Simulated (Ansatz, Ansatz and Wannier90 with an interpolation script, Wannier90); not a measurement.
An input for Ansatz 0.2.0 (BP (F-43m)):

```yaml
crystal:
  lattice:
    - [0.0, 2.269, 2.269]
    - [2.269, 0.0, 2.269]
    - [2.269, 2.269, 0.0]
  atoms:
    - { symbol: B, position: [0.0, 0.0, 0.0] }
    - { symbol: P, position: [0.75, 0.75, 0.75] }
kpoints:
  mp_grid: { grid: [8, 8, 8] }
hamiltonian:
  xc: lda
scf:
  occupations: { method: fixed }
gw:
  n_empty_bands: 49
  ecut_chi: 96
  qp_bands: [v3, c3]
  screening: { model: contour_deformation }
```

```sh
ansatz run input.yaml --threads 12 --pin off --max-ram 22118MiB --backend cpu --events-out ev --progress --plain --runs-dir out
```

**Question.** How long will it take on 12 threads of Arm Neoverse V2, shared host, and how much memory?

It took 35 s; on shared hardware allow 18 s to 71 s. Peak host memory was 0.34 GiB. The sizes that set the cost: 459 plane waves a state, 29 irreducible k points, 53 bands summed, 59 plane waves in the screening and 6 SCF cycles.

The screening grows as filled bands × empty bands × pairs of k points, times the square of the screening basis for the matrix.

[Paths, hosts, dates, memory and timing lines, banners, echoed tables and standing remarks are left out of the program output.]

[Logs are printed without paths, hosts, clocks, repeated set-up lines and the standing remarks that a program may print on its own settings, such as how far it seeks lower states.]

[Runs of the session that timed out or met a known fault of the program may be left out.]

[Hosts, paths, dates, database ids (printed as entryN), source tags and the programs' standing remarks are cut or masked in the printed files.]
